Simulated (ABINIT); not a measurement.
# WS2 (Tungstenite): G0W0 with ABINIT, start to end

Wanted: ground state, empty states, screening and self-energy for WS2 (Tungstenite).

Main program and level: ABINIT 10.8.3; PBE and many-body steps on it, plane waves.

Most raw output is cut from this account.

## Step 1: Starting point

It takes space group P6_3/mmc (No. 194, hexagonal). Conventional cell: a = 3.153 Å, b = 3.153 Å, c = 12.323 Å, α = 90.00°, β = 90.00°, γ = 120.00°. Nearest to W lie 6 S at 2.40 Å. Nearest to S lie 3 W at 2.40 Å. Farther neighbours and most contacts between anions are not listed.

The cell and positions come from the Crystallography Open Database and are kept as given unless a step says otherwise.

## Step 2: Ground state

This step: ABINIT 10.8.3; DFT, PBE with spin-orbit coupling, plane waves, norm-conserving pseudopotentials.

The ground-state density comes first.

Input file run.abi:

```
acell 3*1.0 Angstrom
rprim 
  3.153199999992 0.000000000002 0.000000000000
  -1.576599999998 2.730751303206 0.000000000000
  0.000000000000 0.000000000000 12.323000000000
ntypat 2
znucl 74 16
natom 6
typat 1 1 2 2 2 2
xred 
  0.333333333333 0.666666666667 0.250000000000
  0.666666666667 0.333333333333 0.750000000000
  0.333333333333 0.666666666667 0.622500000000
  0.666666666667 0.333333333333 0.122500000000
  0.333333333333 0.666666666667 0.877500000000
  0.666666666667 0.333333333333 0.377500000000
pp_dirpath "pseudos"
pseudos "W.upf, S.upf"
ecut 31
nspinor 2
ngkpt 6 6 2
nshiftk 1
shiftk 0 0 0
kptopt 1
chksymbreak 0
nband 66
occopt 1
tolvrs 1e-10
nstep 60
prtwf 0
optforces 0
optstress 0
indata_prefix "in"
outdata_prefix "out"
tmpdata_prefix "tmp"
```

Launch:

```
OMP_NUM_THREADS=1 mpirun -n 4 abinit run.abi > log
```

Elapsed: 4.6 min, on 4 MPI ranks of Arm Neoverse V2, shared host; peak memory 0.55 GiB.

Numbers from this step:

* total energy: -5342.1216 eV
* gap: 0.9353 eV
* k of the valence top: 0, 0, 0
* k of the conduction bottom: 0.1667, 0.1667, 0
* least direct gap: 1.649 eV

The gap is indirect, with the least direct gap 0.71 eV higher.

## Step 3: Empty states on the mesh, 3×3×1 mesh, 578 bands

The sums over transitions need many empty states on a uniform mesh; this step solves for them.

run.abi: that of step 2 with these lines changed.

```diff
@@ -20,3 +20,3 @@
 nspinor 2
-ngkpt 6 6 2
+ngkpt 3 3 1
 nshiftk 1
@@ -25,9 +25,10 @@
 chksymbreak 0
-nband 66
-occopt 1
-tolvrs 1e-10
+iscf -2
+irdden 1
+istwfk *1
+nband 578
+nbdbuf 52
+tolwfr 1e-09
 nstep 60
-prtwf 0
-optforces 0
-optstress 0
+prtvol 0
 indata_prefix "in"
```

Launch:

```
OMP_NUM_THREADS=1 mpirun -n 3 abinit run.abi > log
```

The job ended after 14 min (3 MPI ranks; peak memory 0.77 GiB).

Numbers from this step:

```
gap                                                           : 1.233 eV
k of the valence top                                          : 0, 0, 0
k of the conduction bottom                                    : 0.3333, 0.3333, 0
least direct gap                                              : 1.649 eV
k points computed                                             : 3
lowest point of the top converged band, above the valence top : 85.5129 eV
```

On this mesh the gap is 1.233 eV. The earlier step found 0.935 eV, so this mesh misses an edge.

## Step 4: Screening, 3×3×1 mesh, 526 bands, screening to 182.3 eV

The RPA dielectric matrix is built and inverted for each q.

This step: RPA screening on PBE with spin-orbit coupling, plane waves, norm-conserving pseudopotentials.

run.abi: that of step 3 with these lines changed.

```diff
@@ -25,10 +25,11 @@
 chksymbreak 0
-iscf -2
-irdden 1
 istwfk *1
-nband 578
-nbdbuf 52
-tolwfr 1e-09
-nstep 60
-prtvol 0
+occopt 1
+irdwfk 1
+optdriver 3
+nband 526
+ecuteps 6.7
+inclvkb 0
+awtr 1
+symchi 1
 indata_prefix "in"
```

Launch:

```
OMP_NUM_THREADS=1 mpirun -n 4 abinit run.abi > log
```

Wall time 3.2 min (4 MPI ranks); peak memory 3 GiB; 13 min of CPU time.

Numbers from this step:

| Item | Value |
| --- | --- |
| ε∞ with local fields, on this mesh, along the program's q direction | 18.91 |
| the same without local fields | 21.35 |
| plasma frequency | 25.99 eV |
| plane waves in the screening matrix | 603 |

Local fields lower ε∞ by 11 %. On a Γ-centred mesh this coarse the value itself is usually too large, while a short band sum pulls it down.

## Step 5: Self-energy, 3×3×1 mesh, 526 bands, screening to 182.3 eV

The self-energy is evaluated for the states that the input lists, and the levels follow from it, in one-shot runs by the linearised quasiparticle equation.

This step: G0W0 on PBE with spin-orbit coupling, plane waves, norm-conserving pseudopotentials.

run.abi: that of step 4 with these lines changed.

```diff
@@ -28,8 +28,17 @@
 irdwfk 1
-optdriver 3
+optdriver 4
 nband 526
+gwcalctyp 0
+ecutsigx 31
+symsigma 0
+nkptgw 2
+kptgw 
+  0.0000000000 0.0000000000 0.0000000000
+  0.3333333333 0.3333333333 0.0000000000
+bdgw 
+  49 56
+  49 56
 ecuteps 6.7
-inclvkb 0
-awtr 1
-symchi 1
+irdscr 1
+ppmodel 1
 indata_prefix "in"
```

It took 9.2 min on 4 MPI ranks; peak memory 2.7 GiB; 37 min of CPU time.

Numbers from this step:

```
G0W0 gap on the points computed              : 1.894 eV
starting gap on the mesh                     : 1.233 eV
k of the valence top                         : 0, 0, 0
k of the conduction bottom                   : 0.3333, 0.3333, 0
Z at the valence top                         : 0.783
Z at the conduction bottom                   : 0.785
least direct G0W0 gap on the computed points : 2.354 eV
```

The gap on the mesh goes from 1.23 eV to 1.89 eV, a correction of +0.66 eV. The start differs from the 0.94 eV found before because the two sample other k points.

Limits: finite bands, cutoff and mesh; screening head approximate; coarse k mesh. v1 is the top filled band, c1 the lowest empty one. The levels before and after the correction (eV, zero at the valence-band top of each column):

```tsv
	conduction bottom	valence top
Kohn-Sham	1.23	0.00
G0W0	1.89	0.00
```

```tsv
	level	energy (eV)
Kohn-Sham	Γ v3	-1.200
Kohn-Sham	Γ v2-v1	0.000
Kohn-Sham	Γ c1-c2	2.187
Kohn-Sham	Γ c3	2.210
Kohn-Sham	(0.333 0.333 0) v3	-0.883
Kohn-Sham	(0.333 0.333 0) v2-v1	-0.416
Kohn-Sham	(0.333 0.333 0) c1-c2	1.233
Kohn-Sham	(0.333 0.333 0) c3	1.281
G0W0	Γ v3	-1.283
G0W0	Γ v2-v1	0.000
G0W0	Γ c1-c2	2.581
G0W0	Γ c3	2.714
G0W0	(0.333 0.333 0) v3	-0.905
G0W0	(0.333 0.333 0) v2-v1	-0.460
G0W0	(0.333 0.333 0) c1-c2	1.894
G0W0	(0.333 0.333 0) c3	1.946
```

## Step 6: Where the time went

Times are wall times on the hardware named with each run, good to a factor of about two.

```tsv
step	time	share	memory (GiB)
ground state	4.6 min	15 %	0.55
empty states on the mesh	14 min	46 %	0.77
screening	3.2 min	10 %	3.0
self-energy	9.2 min	29 %	2.7
```

## Step 7: Summary of results

```json
{
  "PBE gap": "0.94 eV, indirect",
  "G0W0 gap on the mesh": "1.89 eV",
  "G0W0 gap over the zone (rigid shift)": "1.60 eV",
  "GW settings": "3×3×1 mesh, 526 bands, screening to 182.3 eV, Godby-Needs plasmon pole",
  "known limits": "not at the basis limit; screening head approximate; coarse k mesh"
}
```

In words: G0W0 moves the gap on the mesh from 1.23 eV to 1.89 eV (+0.66 eV), with Z of 0.78 and 0.79 at the edges. The mesh misses the band edges by 0.30 eV in all; a rigid shift gives 1.60 eV for the zone. Local fields lower the RPA ε∞ on this mesh from 21.35 to 18.91; a Γ-centred mesh this coarse tends to raise both, most where the direct gap is narrow, while a short band sum lowers them. Only 2 of the mesh's irreducible points were corrected, so a valley elsewhere could overtake. The dearest step here is «empty states on the mesh». Bands and cutoff are finite, so the gap is not at the basis limit. The miss can reach some tenths of an eV and take either sign; the mesh is an error of its own. In the G0W0 run levels were corrected at 2 k points alone, so a gap called «on the mesh» is the least over those, and an edge elsewhere would be missed. A denser mesh or path gives a starting gap of 0.94 eV: the GW mesh misses a band edge, so its gaps are not the fundamental one. The 3×3×1 mesh is coarse for this cell, which bears on the long-range parts of exchange and screening. The long-wavelength limit of the screening leaves out the non-local commutator, which shifts ε∞.

[Paths, hosts, dates, memory and timing lines, banners, echoed tables and standing remarks are left out of the program output.]

[Logs are printed without paths, hosts, clocks, repeated set-up lines and the standing remarks that a program may print on its own settings, such as how far it seeks lower states.]

[Runs of the session that timed out or met a known fault of the program may be left out.]

[Hosts, paths, dates, database ids (printed as entryN), source tags and the programs' standing remarks are cut or masked in the printed files.]

[G0W0 gaps are taken among the corrected bands and points alone; a level outside them can change the order at an edge.]

[Where Ansatz stands beside ABINIT at settings called matched, ABINIT's density can come from a denser mesh and the files from another edition; pairs whose starting gaps differed by over 0.03 eV were left out, so agreement reads better than it is.]
